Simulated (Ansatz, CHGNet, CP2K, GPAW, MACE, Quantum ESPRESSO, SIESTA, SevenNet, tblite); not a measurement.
# tblite on random rutile alloy of IrO2 and SiO2 (96 atoms): settings against a plane-wave reference

Aim: run random rutile alloy of IrO2 and SiO2 (96 atoms) in tblite and see how near its forces come to a plane-wave reference, and at what cost.

Main program and level: tblite 0.8.0; the method is named at each step.

### 1. Set-up

The cell holds 96 atoms: 16 Si, 64 O and 16 Ir. Its edges and angles: a = 8.677 Å, b = 8.677 Å, c = 11.638 Å, α = 90.0°, β = 90.0°, γ = 90.0°. It derives from IrO2 (rutile), repeated 2×2×4. Rutile IrO2, 2 x 2 x 4 conventional cells, 16 of 32 Ir sites given to Si at random (x = 0.500), lattice by Vegard's rule (cell 4.338, 4.338, 2.909, 90, 90, 90); every coordinate displaced by a Gaussian of 0.07 Å. Then every atom was moved at random, 0.03 Å r.m.s. a Cartesian component.

The yardstick, on the same geometry:

| Quantity | Value |
| --- | --- |
| method | Kohn-Sham DFT, PBE, PAW, plane waves (Ansatz 0.2.0); cutoff 420 eV, Γ point, fermi-dirac smearing of 0.05 eV; PAW set soft_2 |
| r.m.s. force component | 3.937 eV/Å |
| longest force | 17.92 eV/Å |
| pressure | 35.03 GPa |
| SCF cycles | 14 |
| time | 8.9 s on 8 threads of Arm Neoverse V2, shared host |
| CPU time | 65 s |

### 2. GFN2-xTB

Method: GFN2-xTB tight binding, diagonalisation.

The input, run.py:

```python
import numpy as np
from ase.io import read
from tblite.ase import TBLite

atoms = read("structure.xyz")
atoms.calc = TBLite(method="GFN2-xTB", electronic_temperature=580, accuracy=1.0, max_iterations=250, mixer_damping=0.1, verbosity=1)
energy = atoms.get_potential_energy()
forces = atoms.get_forces()
print(f"energy {energy:.6f} eV")
print("forces (eV/A)")
for i, (a, f) in enumerate(zip(atoms, forces)):
    print(f"{i:4d} {a.symbol:2s} {f[0]:10.5f} {f[1]:10.5f} {f[2]:10.5f}")
stress = -atoms.get_stress(voigt=False) * 160.21766
print("stress (GPa, compression positive)")
for row in stress:
    print(" ".join(f"{x:10.4f}" for x in row))
print("charges (e)")
print(np.array2string(atoms.get_charges(), precision=4, suppress_small=True, max_line_width=110, threshold=100000))
```

The input, structure.xyz:

```xyz
96
Lattice="8.67700 0.00000 0.00000 0.00000 8.67700 0.00000 0.00000 0.00000 11.63800" Properties=species:S:1:pos:R:3 pbc="T T T"
Si 0.15115 0.09536 0.04178
Si 2.14912 2.09845 1.45778
O 1.23890 1.21868 11.48298
O 2.93664 3.09344 0.13337
O 0.95326 3.60200 1.54681
O 3.55505 0.86944 1.50212
Ir 8.64082 0.00564 2.97875
Ir 2.24838 2.08769 4.26253
O 1.32611 1.29817 2.98259
O 2.90419 2.94931 2.85178
O 0.76149 3.42507 4.29093
O 3.54542 0.82041 4.43478
Ir 8.54797 8.63865 5.86031
Ir 2.23667 2.06270 7.35964
O 1.18484 1.18606 5.93038
O 2.98697 3.17977 5.95772
O 0.74015 3.57484 7.20043
O 3.47583 0.82379 7.12257
Si 0.09796 0.08373 8.75899
Ir 2.24500 1.99502 10.15951
O 1.29122 1.30832 8.74642
O 2.97326 3.04849 8.76749
O 0.93902 3.34377 10.14100
O 3.51748 0.69572 10.25529
Si 8.66424 4.22188 0.07635
Si 2.30704 6.34072 1.35641
O 1.40411 5.79094 0.02281
O 3.04537 7.30291 0.01676
O 0.76627 7.87082 1.38446
O 3.63610 5.16872 1.45103
Si 0.14751 4.32982 2.89391
Si 2.19511 6.51027 4.50356
O 1.21504 5.61697 2.94046
O 3.12728 7.41788 2.89379
O 0.89434 7.80340 4.32631
O 3.41796 5.06459 4.37461
Ir 8.58954 4.24939 5.83250
Ir 2.21576 6.57743 7.19985
O 1.28706 5.56560 5.87626
O 3.03331 7.42439 5.72834
O 0.99204 7.86830 7.30750
O 3.62994 5.17158 7.34730
Ir 0.06933 4.37373 8.72384
Si 2.14261 6.51625 10.11354
O 1.28749 5.79528 8.68788
O 2.91781 7.31324 8.74014
O 0.85902 7.68210 9.99704
O 3.56217 5.17791 10.34141
Si 4.35733 8.62763 11.62776
Ir 6.54081 2.22825 1.54541
O 5.66027 1.20229 11.62043
O 7.30786 3.05786 11.49951
O 5.11336 3.50811 1.40517
O 7.82587 0.85078 1.43287
Si 4.44098 8.65184 2.86679
Ir 6.49014 2.27337 4.35762
[... 36 atom lines left out ...]
O 5.57610 5.60985 8.84907
O 7.31055 7.35749 8.71849
O 5.33818 7.92384 10.36573
O 7.91299 5.17253 10.27356
```

The run is started by

```
$ OMP_NUM_THREADS=1 python run.py > output.txt
```

The log of the run:

```text
------------------------------------------------------------
  cycle        total energy    energy error   density error
------------------------------------------------------------
      1     -332.8012737365  -3.3360004E+02   5.3422760E-01
      2     -333.5722381921  -7.7096446E-01   4.3676413E-01
      3     -340.2812222972  -6.7089841E+00   3.5337467E-01
      4     -347.0274949281  -6.7462726E+00   2.6605107E-01
      5     -348.8062177019  -1.7787228E+00   2.1564663E-01
      6     -349.7274066841  -9.2118898E-01   1.9122648E-01
      7     -350.0273917762  -2.9998509E-01   1.6923912E-01
      8     -347.9619604308   2.0654313E+00   1.7953171E-01
      9     -350.3012495548  -2.3392891E+00   1.4028145E-01
     10     -349.7770240149   5.2422554E-01   1.2568401E-01
     11     -350.6124871931  -8.3546318E-01   8.9147014E-02
     12     -350.0302332734   5.8225392E-01   9.4114492E-02
     13     -350.5811956369  -5.5096236E-01   6.7127896E-02
     14     -350.7255568756  -1.4436124E-01   5.5289463E-02
     15     -350.5501866248   1.7537025E-01   5.8928854E-02
     16     -350.7201143619  -1.6992774E-01   4.2296074E-02
     17     -350.7311837057  -1.1069344E-02   4.0854881E-02
     18     -350.6932431914   3.7940514E-02   4.0063620E-02
     19     -350.7390711060  -4.5827915E-02   2.8210071E-02
     20     -350.7252325734   1.3838533E-02   2.6258485E-02
     21     -350.7923107477  -6.7078174E-02   1.6048531E-02
     22     -350.7940515528  -1.7408051E-03   1.4440795E-02
     23     -350.7959921061  -1.9405533E-03   1.3683163E-02
     24     -350.7973879080  -1.3958019E-03   1.3308419E-02
[...]
67     -350.7818782677  -6.3084826E-09   9.1383954E-05
     68     -350.7818781251   1.4265169E-07   8.2865025E-05
     69     -350.7818780895   3.5588414E-08   7.7841617E-05
     70     -350.7818785760  -4.8650605E-07   4.9513429E-05
     71     -350.7818787728  -1.9679447E-07   2.6954326E-05
     72     -350.7818787767  -3.9433985E-09   2.0689316E-05
     73     -350.7818787690   7.7436084E-09   2.2538179E-05
     74     -350.7818787772  -8.2588940E-09   1.7760666E-05
------------------------------------------------------------
 total:                                  13.213 sec
energy -9545.261114 eV
forces (eV/A)
   0 Si   -3.82644   -3.16201   -0.09667
   1 Si    1.35299    1.07878    0.14405
   2 O     1.28784    0.61247    3.78874
   3 O    -2.01854   -3.25306    0.95021
   4 O    -1.86869   -0.93402   -1.88678
   5 O    -0.45308   -0.18863   -0.73464
   6 Ir    0.29455   -1.46011   -3.02633
   7 Ir   -2.09361    0.18652    6.39363
   8 O    -0.02264   -0.00755   -5.28767
   9 O     0.65443    0.33879   -4.18000
  10 O     0.22913   -0.21483   -2.25560
  11 O    -2.28636    2.58080   -8.01153
  12 Ir    2.36955   -3.82169    0.84639
  13 Ir   -2.89792    2.97745   -2.86526
  14 O     2.10373    2.01063   -1.25508
  15 O    -0.96509   -2.13489   -1.06863
  16 O     2.33531   -2.66911    2.34520
  17 O     0.57491   -0.67009    5.51002
  18 Si   -0.75812   -1.57341    1.36130
  19 Ir   -0.40429    3.62292    2.83191
  20 O    -2.95994   -3.97263   -0.09253
  21 O     4.09419    3.15871   -0.09892
  22 O    -1.62624    2.33615    2.71830
  23 O     3.02727   -2.65250   -1.14741
[...]
88 O    -1.13584   -0.77087    2.52979
  89 O    -2.85808    2.53124    2.06804
  90 Si    1.19992   -0.60973    0.74922
  91 Ir    1.11242   -0.93282    4.27736
  92 O    -0.35340   -0.09574   -3.44265
  93 O     1.47369    0.74980   -3.35673
  94 O    -3.39551    0.98661   -2.83292
  95 O     1.00984   -0.87886    1.51388
stress (GPa, compression positive)
   15.6154     1.8486     0.1241
    1.8486    15.8355    -1.0872
    0.1241    -1.0872    21.4308
charges (e)
[ 0.784   0.8351 -0.271  -0.3131 -0.2965 -0.312   0.2856  0.438  -0.2783 -0.3325 -0.3446 -0.2644  0.4821
  0.4819 -0.3608 -0.3454 -0.2851 -0.3051  0.8604  0.2527 -0.2665 -0.3046 -0.2972 -0.3172  0.7877  0.7644
 -0.27   -0.3145 -0.316  -0.2414  0.8405  0.8532 -0.3206 -0.3219 -0.3386 -0.3245  0.563   0.3685 -0.3221
 -0.3094 -0.334  -0.3345  0.3911  0.8191 -0.286  -0.3105 -0.3357 -0.2887  0.7934  0.3405 -0.2992 -0.2709
 -0.2284 -0.3003  0.8276  0.5313 -0.283  -0.2606 -0.2305 -0.2653  0.5115  0.4188 -0.3239 -0.254  -0.355
 -0.3067  0.8302  0.8318 -0.2853 -0.2754 -0.3122 -0.3125  0.3533  0.8098 -0.3038 -0.2942 -0.3216 -0.3014
  0.3766  0.8538 -0.3647 -0.3043 -0.3762 -0.3662  0.4833  0.8718 -0.4035 -0.36   -0.3479 -0.3263  0.8829
  0.2135 -0.3284 -0.3218 -0.3139 -0.2771]
```

The job ended after 14 s (1 thread of Arm Neoverse V2, shared host; peak memory 0.13 GiB).

Banners, paths, timers and routine set-up lines are dropped from the logs unmarked, and long logs keep their key lines alone; longer cuts are marked.

Against the reference:

- r.m.s. force component: 2.585 eV/Å
- r.m.s. difference of force components: 1541 meV/Å
- longest difference of force vectors: 7964 meV/Å
- force difference over r.m.s. force: 39.15 %
- slope of forces against the reference's: 0.6389
- correlation of force components: 0.9731
- pressure: 17.63 GPa
- pressure difference: -17.4 GPa

Length of the force difference by element (eV/Å):

| element | atoms | mean | most |
| --- | --- | --- | --- |
| Ir | 16 | 4.0 | 7.0 |
| O | 64 | 1.7 | 8.0 |
| Si | 16 | 1.2 | 2.2 |

The surroundings of Ir92, whose charge lies farthest from its element's mean, nearest first, numbered as they follow in the input and with coordinates relative to it.

| atom | x | y | z | distance (Å) | bonds | Mulliken charge (e) | Fx | Fy | Fz (eV/Å) |
| --- | --- | --- | --- | --- | --- | --- | --- | --- | --- |
| Ir92 | 0.00 | 0.00 | 0.00 | 0.00 | 6 | 0.21 | 1.11 | -0.93 | 4.28 |
| O95 | -1.19 | 1.39 | 0.20 | 1.84 | 3 | -0.31 | -3.40 | 0.99 | -2.83 |
| O94 | 0.78 | 0.82 | -1.45 | 1.84 | 3 | -0.32 | 1.47 | 0.75 | -3.36 |
| O93 | -0.95 | -0.93 | -1.32 | 1.87 | 3 | -0.33 | -0.35 | -0.10 | -3.44 |
| O76 | 0.87 | 0.87 | 1.44 | 1.89 | 3 | -0.29 | 1.15 | 0.65 | 3.07 |
| O75 | -0.81 | -0.83 | 1.51 | 1.90 | 3 | -0.30 | 0.89 | 1.25 | 2.18 |
| O96 | 1.38 | -1.37 | 0.11 | 1.95 | 3 | -0.28 | 1.01 | -0.88 | 1.51 |
| Si86 | 0.02 | -0.08 | -2.80 | 2.80 | 6 | 0.87 | -0.33 | 0.55 | -2.04 |
| Si74 | 0.08 | 0.04 | 2.94 | 2.94 | 6 | 0.81 | -0.65 | -1.02 | -0.29 |

Atoms are counted from 1 here, from 0 in the log.

Forces lie 39 % from the reference's, at 0.21 times its CPU time (on 1 against 8 cores); the SCF took 74 steps, which the time reflects.

### 3. GFN1-xTB

Method: GFN1-xTB tight binding, diagonalisation.

run.py, as its differences from that of step 2:

```diff
@@ -5,3 +5,3 @@
 atoms = read("structure.xyz")
-atoms.calc = TBLite(method="GFN2-xTB", electronic_temperature=580, accuracy=1.0, max_iterations=250, mixer_damping=0.1, verbosity=1)
+atoms.calc = TBLite(method="GFN1-xTB", electronic_temperature=580, accuracy=1.0, max_iterations=250, mixer_damping=0.1, verbosity=1)
 energy = atoms.get_potential_energy()
```

structure.xyz is that of step 2.

The log of the run:

```text
------------------------------------------------------------
  cycle        total energy    energy error   density error
------------------------------------------------------------
      1     -358.9446730968  -3.5913553E+02   1.1006994E+00
      2     -367.5734637436  -8.6287906E+00   9.3079252E-01
      3     -384.1694413207  -1.6595978E+01   7.2775232E-01
[... lines left out ...]
  94 O    -3.46748    0.60452   -3.42018
  95 O     1.03094   -0.88073    1.67059
stress (GPa, compression positive)
   30.6049     2.1370     0.3655
    2.1370    30.9145    -0.8658
    0.3655    -0.8658    36.2315
charges (e)
[ 0.5129  0.5232 -0.2403 -0.3372 -0.2195 -0.2473  0.603   0.6196 -0.2803 -0.3092 -0.3344 -0.2392  0.6908
  0.636  -0.3819 -0.3753 -0.3309 -0.2851  0.5168  0.6087 -0.27   -0.3136 -0.3371 -0.2763  0.5138  0.5128
 -0.2379 -0.2498 -0.3077 -0.2736  0.5106  0.5189 -0.241  -0.2665 -0.3393 -0.3198  0.7564  0.6354 -0.3227
 -0.3064 -0.3193 -0.3152  0.6249  0.52   -0.3025 -0.2626 -0.2479 -0.2594  0.5139  0.647  -0.3184 -0.2769
 -0.3201 -0.3203  0.5101  0.6439 -0.3161 -0.2791 -0.3017 -0.3196  0.7422  0.6403 -0.3488 -0.3023 -0.3289
 -0.3023  0.5274  0.5126 -0.2385 -0.2817 -0.3141 -0.2624  0.6811  0.5263 -0.3247 -0.2865 -0.2223 -0.2482
  0.6169  0.5147 -0.303  -0.2258 -0.316  -0.2807  0.6887  0.5143 -0.3345 -0.2803 -0.3014 -0.3077  0.5131
  0.6369 -0.2817 -0.2805 -0.251  -0.3084]
```

Run time: 5.4 s. Hardware: 1 thread; peak memory 0.13 GiB.

Numbers from this run, and their distance from the reference:

```
r.m.s. force component                  : 3.132 eV/Å
r.m.s. difference of force components   : 1043 meV/Å
longest difference of force vectors     : 5029 meV/Å
force difference over r.m.s. force      : 26.48 %
slope of forces against the reference's : 0.7814
correlation of force components         : 0.9822
pressure                                : 32.58 GPa
pressure difference                     : -2.448 GPa
```

Against the first run (39 %), the force difference from the reference is 26 %, at 0.39 times the CPU time (32 SCF steps against 74).

### 4. All runs compared

Differences are against the plane-wave reference, forces as r.m.s. over components; share is that over the reference's r.m.s. force, slope the least-squares factor from reference forces to these. Total energies of different programs have different zeros and aren't compared.

| run | Δ force, r.m.s. (meV/Å) | share (%) | slope | Δ pressure (GPa) | cores | CPU time | memory (GiB) |
| --- | --- | --- | --- | --- | --- | --- | --- |
| reference | - | - | - | - | 8 | 65 s | 1.5 |
| tblite GFN2-xTB | 1541 | 39.1 | 0.639 | -17.4 | 1 | 14 s | 0.13 |
| tblite GFN1-xTB | 1043 | 26.5 | 0.781 | -2.45 | 1 | 5.4 s | 0.13 |

CPU time is summed over cores on a shared host, where runs went side by side, so it is rough. Symmetry, cutoffs, thresholds, outputs and thread counts weren't matched or tuned between programs; memory under MPI is the largest rank's times the ranks.

Mean charges by element (e), by run and scheme:

| run | scheme | Si | O | Ir |
| --- | --- | --- | --- | --- |
| reference | Löwdin | +1.51 | -0.67 | +1.48 |
| tblite GFN2-xTB | Mulliken | +0.83 | -0.31 | +0.41 |
| tblite GFN1-xTB | Mulliken | +0.52 | -0.29 | +0.65 |

The reference's Löwdin charges lack the electrons that the projection spills, 0.054 e an atom on average.

### 5. What came out

```
nearest in forces : tblite GFN1-xTB, 26 %
its CPU time      : 5.4 s
```

In words: Tight binding differs by 26 % (tblite GFN1-xTB) to 39 % (tblite GFN2-xTB); it is another model, with fitted parameters of its own, and the xTB methods hold dispersion. tblite GFN2-xTB needed 74 SCF steps, so its time overstates the method's usual cost. Of the electronic-structure runs that take under half the reference's CPU time, tblite GFN1-xTB comes nearest, at 26 % in 5.4 s against 65 s; its pressure misses by -2.4 GPa. Charges hang on model, scheme and program or settings: among these rows the mean for Ir runs from +0.41 to +1.48 e. Periodic xTB results under one method name differ between programs and library versions. The reference's stress is far from hydrostatic: its diagonal is 30.5, 30.8, 43.7 GPa, compression counted positive. The host structure and its lattice constant were typed by rule, without a check against the phase diagram. The reference's pressure of 35 GPa belongs to a cell and atoms that aren't relaxed at this level. The runs have no spin polarisation, so moments on Ir can't form, and no Hubbard term. The electronic-structure runs sample only Γ, in a cell whose shortest periodic width is 9 Å, which is coarse for a cell with partly filled levels. Spin–orbit coupling is left out, which matters for the levels of the heavy elements.

[Also dropped from logs without a mark: logging warnings of Python, and SIESTA's first energy breakdown and zero terms.]

[Logs are printed without paths, hosts, clocks, repeated set-up lines and the standing remarks that a program may print on its own settings, such as how far it seeks lower states.]

[Hosts, paths, dates, database ids (printed as entryN), source tags and the programs' standing remarks are cut or masked in the printed files.]
